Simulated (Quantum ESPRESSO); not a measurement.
# SiC(11-20), H on both faces: a series in the number of layers, part 4 of 12

What law, if any, do the results for SiC(11-20), H on both faces follow against the number of layers?

Quantum ESPRESSO 7.5; plane-wave DFT, PBE, GBRV ultrasoft pseudopotentials.

So far. Step 2 (Relaxing cell and ions of the reference):  The last row is no step: it is a fresh SCF in the final cell with a new plane-wave basis, -0 meV from the row before. Step 4 (Relaxing the ions, 3 layers): The relaxation lowers the energy by 6 meV an atom.

## Step 5: Self-consistent run, 3 layers

A run with the dipole correction and no field is the reference.

The input, m0.f0.in:

```
&control
  prefix = 'm0.f0'
  outdir = './out'
  pseudo_dir = './pseudo'
  calculation = 'scf'
  tprnfor = .true.
  tefield = .true.
  dipfield = .true.
/
&system
  ibrav = 0
  nat = 20
  ntyp = 3
  ecutwfc = 40
  ecutrho = 200
  occupations = 'smearing'
  smearing = 'fd'
  degauss = 0.002
  edir = 3
  emaxpos = 0.97
  eopreg = 0.04
  eamp = 0.0
  nbnd = 32
/
&electrons
  conv_thr = 1e-09
  mixing_beta = 0.4
  electron_maxstep = 120
  mixing_mode = 'plain'
/
ATOMIC_SPECIES
  H   1.0080  h_pbe_v1.4.uspp.F.UPF
  Si  28.0850  si_pbe_v1.uspp.F.UPF
  C   12.0110  c_pbe_v1.2.uspp.F.UPF
CELL_PARAMETERS angstrom
  5.35374536700000 0.00000000000000 0.00000000000000
  0.00000000000000 5.07286068100000 0.00000000000000
  0.00000000000000 0.00000000000000 21.49887311408923
ATOMIC_POSITIONS crystal
  H   0.204338835000 0.911840967100 0.370910415700
  H   0.795661165000 0.411840967100 0.370910415700
  H   0.240479481600 0.442527777100 0.387323859800
  H   0.759520518400 0.942527777100 0.387323859800
  Si  0.335148709300 0.001294561900 0.428975172900
  Si  0.664851290700 0.501294561900 0.428975172900
  C   0.336566506600 0.372148939600 0.429703758300
  C   0.663433493400 0.872148939600 0.429703758300
  Si  0.835607813600 -0.000244973100 0.500000000000
  Si  0.164392186400 0.499755026900 0.500000000000
  C   0.833663172000 0.373403294500 0.500000000000
  C   0.166336828000 0.873403294500 0.500000000000
  Si  0.335148709300 0.001294561900 0.571024827100
  Si  0.664851290700 0.501294561900 0.571024827100
  C   0.336566506600 0.372148939600 0.570296241700
  C   0.663433493400 0.872148939600 0.570296241700
  H   0.240479481600 0.442527777100 0.612676140200
  H   0.759520518400 0.942527777100 0.612676140200
  H   0.204338835000 0.911840967100 0.629089584300
  H   0.795661165000 0.411840967100 0.629089584300
K_POINTS automatic
  4 4 1 0 0 0
```

Launch:

```
$ OMP_NUM_THREADS=1 mpirun -n 4 pw.x -nk 1 -in m0.f0.in > m0.f0.out
```

The program printed:

```text
[banner, memory and clock lines left out]
Program PWSCF v.7.5 starts
[citation notice left out]

[...]
bravais-lattice index     =            0
     lattice parameter (alat)  =      10.1171  a.u.
     unit-cell volume          =    3940.2424 (a.u.)^3
     number of atoms/cell      =           20
     number of atomic types    =            3
     number of electrons       =        56.00
     number of Kohn-Sham states=           32
     kinetic-energy cutoff     =      40.0000  Ry
     charge density cutoff     =     200.0000  Ry
     scf convergence threshold =      1.0E-09
     mixing beta               =       0.4000
     number of iterations used =            8  plain     mixing
     Exchange-correlation= SLA  PW   PBE  PBE
                           (   1   4   3   4   0   0   0)

[...]
PseudoPot. # 1 for H  read from file:
     ./pseudo/h_pbe_v1.4.uspp.F.UPF
     Pseudo is Ultrasoft, Zval =  1.0
     Generated by new atomic code, or converted to UPF format
     Using radial grid of  615 points,  2 beta functions with:
                l(1) =   0
                l(2) =   0
     Q(r) pseudized with  8 coefficients,  rinner =    0.700

     PseudoPot. # 2 for Si read from file:
     ./pseudo/si_pbe_v1.uspp.F.UPF
     Pseudo is Ultrasoft + core correction, Zval =  4.0
     Generated by new atomic code, or converted to UPF format
     Using radial grid of  899 points,  6 beta functions with:
                l(1) =   0
                l(2) =   0
                l(3) =   1
                l(4) =   1
                l(5) =   2
                l(6) =   2
     Q(r) pseudized with  8 coefficients,  rinner =    0.900   0.900   0.900
                                                       0.900   0.900

     PseudoPot. # 3 for C  read from file:
     ./pseudo/c_pbe_v1.2.uspp.F.UPF
     Pseudo is Ultrasoft + core correction, Zval =  4.0
     Generated by new atomic code, or converted to UPF format
     Using radial grid of  721 points,  4 beta functions with:
                l(1) =   0
                l(2) =   0
                l(3) =   1
                l(4) =   1
     Q(r) pseudized with  8 coefficients,  rinner =    1.100   1.100   1.100

     atomic species   valence    mass     pseudopotential
     H                 1.00     1.00800     H ( 1.00)
     Si                4.00    28.08500     Si( 1.00)
     C                 4.00    12.01100     C ( 1.00)

     No symmetry found

[...]
number of k points=    10  Fermi-Dirac smearing, width (Ry)=  0.0020
[...]
Dense  grid:   188321 G-vectors     FFT dimensions: (  45,  45, 192)

     Smooth grid:   134669 G-vectors     FFT dimensions: (  45,  40, 180)

     Initial potential from superposition of free atoms

     starting charge      55.9957, renormalised to      56.0000

     negative rho (up, down):  1.847E-03 0.000E+00

     Adding external electric field

     Computed dipole along edir(3) :
        Dipole                0.0000 Ry au,          0.0000 Debye
        Dipole field          0.0000 Ry au,

        Potential amp.       -0.0000 Ry
        Total length         39.0019 bohr

     Starting wfcs are   56 randomized atomic wfcs

     per-process dynamical memory:    68.5 Mb

     Self-consistent Calculation

     iteration #  1     ecut=    40.00 Ry     beta= 0.40
     Davidson diagonalization with overlap
     ethr =  1.00E-02,  avg # of iterations =  3.3

     negative rho (up, down):  1.620E-03 0.000E+00

     Adding external electric field

     Computed dipole along edir(3) :
        Dipole                0.0003 Ry au,          0.0009 Debye
        Dipole field          0.0000 Ry au,

        Potential amp.       -0.0001 Ry
        Total length         39.0019 bohr

     total energy              =    -135.56506508 Ry
     estimated scf accuracy    <       3.24560917 Ry

     iteration #  2     ecut=    40.00 Ry     beta= 0.40
[...]
negative rho (up, down):  1.804E-03 0.000E+00

[...]
Dipole               -0.0001 Ry au,         -0.0003 Debye
[...]
total energy              =    -136.02609838 Ry
     estimated scf accuracy    <       0.22043925 Ry

     iteration #  3     ecut=    40.00 Ry     beta= 0.40
[...]
negative rho (up, down):  2.076E-03 0.000E+00

[...]
Dipole               -0.0002 Ry au,         -0.0006 Debye
[...]
total energy              =    -136.03381334 Ry
     estimated scf accuracy    <       0.05568054 Ry

     iteration #  4     ecut=    40.00 Ry     beta= 0.40
[...]
negative rho (up, down):  2.216E-03 0.000E+00

[...]
Dipole                0.0003 Ry au,          0.0009 Debye
[...]
total energy              =    -136.03828233 Ry
     estimated scf accuracy    <       0.00301387 Ry

     iteration #  5     ecut=    40.00 Ry     beta= 0.40
[...]
negative rho (up, down):  2.264E-03 0.000E+00

[...]
Dipole               -0.0006 Ry au,         -0.0015 Debye
[...]
total energy              =    -136.03898588 Ry
     estimated scf accuracy    <       0.00024761 Ry

     iteration #  6     ecut=    40.00 Ry     beta= 0.40
[...]
negative rho (up, down):  2.291E-03 0.000E+00

[...]
Dipole                0.0008 Ry au,          0.0020 Debye
[...]
total energy              =    -136.03907177 Ry
     estimated scf accuracy    <       0.00002712 Ry

[...]
iteration # 10     ecut=    40.00 Ry     beta= 0.40
[...]
negative rho (up, down):  2.334E-03 0.000E+00

[...]
Dipole               -0.0000 Ry au,         -0.0001 Debye
[...]
total energy              =    -136.03907837 Ry
     estimated scf accuracy    <       0.00000004 Ry

     iteration # 11     ecut=    40.00 Ry     beta= 0.40
[...]
negative rho (up, down):  2.337E-03 0.000E+00

[...]
Dipole                0.0000 Ry au,          0.0001 Debye
[...]
total energy              =    -136.03907839 Ry
     estimated scf accuracy    <          6.5E-09 Ry

     iteration # 12     ecut=    40.00 Ry     beta= 0.40
[...]
negative rho (up, down):  2.338E-03 0.000E+00

[...]
Dipole               -0.0000 Ry au,         -0.0000 Debye
[...]
total energy              =    -136.03907839 Ry
     estimated scf accuracy    <          1.0E-08 Ry

     iteration # 13     ecut=    40.00 Ry     beta= 0.40
[...]
negative rho (up, down):  2.340E-03 0.000E+00

[...]
Dipole                0.0000 Ry au,          0.0000 Debye
[...]
End of self-consistent calculation

          k = 0.0000 0.0000 0.0000 ( 16783 PWs)   bands (ev):

   -16.2926 -14.4459 -13.4056 -12.8956 -12.6534 -12.5535  -9.4931  -8.8616
    -8.7990  -8.1737  -7.9357  -7.3258  -7.0842  -6.7758  -6.7487  -6.2731
    -6.1458  -5.6062  -5.0369  -4.9777  -4.7654  -4.0995  -4.0499  -3.8904
    -3.7510  -2.4349  -2.2271  -2.1881   1.5372   1.7442   2.5118   2.6227

          k = 0.0000 0.2638 0.0000 ( 16829 PWs)   bands (ev):

   -16.0045 -14.2113 -13.9698 -13.0195 -12.8598 -12.6074  -9.2117  -9.1317
    -8.7544  -8.3735  -8.2330  -7.9379  -6.9541  -6.5427  -6.0765  -5.8120
    -5.7490  -5.6939  -4.7849  -4.7510  -4.4174  -4.1060  -3.9022  -3.7681
    -3.5856  -2.8429  -2.6138  -2.5489   2.0404   2.3912   2.9129   3.4736

[...]
the Fermi energy is    -1.3319 ev

!    total energy              =    -136.03907839 Ry
     estimated scf accuracy    <          4.7E-10 Ry
     smearing contrib. (-TS)   =      -0.00000000 Ry
     internal energy E=F+TS    =    -136.03907839 Ry

     The total energy is F=E-TS. E is the sum of the following terms:
     one-electron contribution =   -1510.71998194 Ry
     hartree contribution      =     768.05737347 Ry
     xc contribution           =     -54.13675250 Ry
     ewald contribution        =     660.76028257 Ry
     electric field correction =       0.00000000 Ry

     convergence has been achieved in  13 iterations

     negative rho (up, down):  2.340E-03 0.000E+00

     Forces acting on atoms (cartesian axes, Ry/au):

     atom    1 type  1   force =    -0.00016685   -0.00006020   -0.00016769
     atom    2 type  1   force =     0.00016705   -0.00005988   -0.00016819
     atom    3 type  1   force =    -0.00000504   -0.00006726   -0.00005548
     atom    4 type  1   force =     0.00000546   -0.00006978   -0.00005543
     atom    5 type  2   force =     0.00021934    0.00002868    0.00015658
     atom    6 type  2   force =    -0.00021994    0.00001997    0.00015641
     atom    7 type  3   force =    -0.00001444   -0.00015757   -0.00012222
     atom    8 type  3   force =     0.00001467   -0.00017980   -0.00012176
     atom    9 type  2   force =    -0.00030175    0.00030719    0.00000031
     atom   10 type  2   force =     0.00030055    0.00029120    0.00000032
     atom   11 type  3   force =     0.00029956    0.00025649    0.00000006
     atom   12 type  3   force =    -0.00029882    0.00023659    0.00000007
     atom   13 type  2   force =     0.00021955    0.00002877   -0.00015631
     atom   14 type  2   force =    -0.00022015    0.00002005   -0.00015615
     atom   15 type  3   force =    -0.00001440   -0.00015753    0.00012249
     atom   16 type  3   force =     0.00001460   -0.00017974    0.00012203
     atom   17 type  1   force =    -0.00000498   -0.00006730    0.00005502
     atom   18 type  1   force =     0.00000540   -0.00006980    0.00005499
     atom   19 type  1   force =    -0.00016684   -0.00006020    0.00016722
     atom   20 type  1   force =     0.00016704   -0.00005988    0.00016773

     Total force =     0.001183     Total SCF correction =     0.000043

[...]
```

Wall time 55 s (4 MPI ranks of Arm Neoverse V1, shared host); peak memory 1.1 GiB; 3.7 min of CPU time.

This step gave:

| Quantity | Value |
| --- | --- |
| Fermi energy | -1.332 eV |
| dipole along the normal | 0 e·Å |
| valence top, on the run's zero | -2.188 eV |
| conduction bottom, on the run's zero | 1.537 eV |
| gap by band count | 3.725 eV |

## Step 6: Electrostatic potential, 3 layers

plot_num = 11 writes the bare and Hartree potential, from which vacuum levels or, in a crystal, the mean potential are read.

The input, m0.f0.pot.in:

```
&inputpp
  prefix = 'm0.f0'
  outdir = './out'
  filplot = 'm0.f0.pot.dat'
  plot_num = 11
/
```

Launch:

```
$ OMP_NUM_THREADS=1 mpirun -n 4 pp.x -in m0.f0.pot.in > m0.f0.pot.out
```

The program printed:

```text
[banner, memory and clock lines left out]
Program POST-PROC v.7.5 starts

          URL

     ./out/m0.f0.save/

     IMPORTANT: XC functional enforced from input :
     Exchange-correlation= PBE
                           (   1   4   3   4   0   0   0)
     Any further DFT definition will be discarded
     Please, verify this is what you really want

     negative rho (up, down):  2.340E-03 0.000E+00

     Adding external electric field

     Computed dipole along edir(3) :
        Dipole                0.0000 Ry au,          0.0000 Debye
        Dipole field          0.0000 Ry au,

        Potential amp.       -0.0000 Ry
        Total length         39.0019 bohr

     Calling punch_plot, plot_num =  11

     Adding external electric field

     Computed dipole along edir(3) :
        Dipole                0.0000 Ry au,          0.0000 Debye
        Dipole field          0.0000 Ry au,

        Potential amp.       -0.0000 Ry
        Total length         39.0019 bohr

     Writing data to file  m0.f0.pot.dat
     Message from routine chdens:
     namelist plot not found or invalid, exiting
```

The job ended after 1.2 s (4 MPI ranks; peak memory 0.18 GiB).

Numbers from this step:

* slope of the potential above: 7.33e-7 eV/Å
* upper vacuum line continued to the top atoms, over the valence top: 5.524 eV
* slope of the potential below: -3.03e-6 eV/Å
* lower vacuum line continued to the bottom atoms, over the valence top: 5.524 eV
* vacuum level at the upper face over the valence top of the mesh: 5.524 eV
* vacuum level at the lower face over the valence top of the mesh: 5.524 eV

Electrostatic potential energy of an electron, with the sawtooth; zero at the highest filled level of the SCF mesh. Table of potential energy, planar mean by z:

```csv
z (Å),"potential energy, planar mean (eV)"
0,5.52
1,5.52
2,5.52
3,5.52
4,5.52
5,5.52
6,5.52
7,5.33
8,2.20
9,-8.73
10,-2.66
11,-9.03
12,-8.57
13,-0.564
14,4.61
15,5.49
16,5.52
17,5.52
18,5.52
19,5.52
20,5.52
21,5.52
```

(Continued in part 5 of 12.)

[Logs are printed without paths, hosts, clocks, repeated set-up lines and the standing remarks that a program may print on its own settings, such as how far it seeks lower states.]

[Hosts, paths, dates, database ids (printed as entryN), source tags and the programs' standing remarks are cut or masked in the printed files.]

[Maps of the electrostatic potential energy from Ansatz leave out the sawtooth potential of an applied field or a dipole correction, so their vacuum need not be flat; planar profiles and work functions include it.]
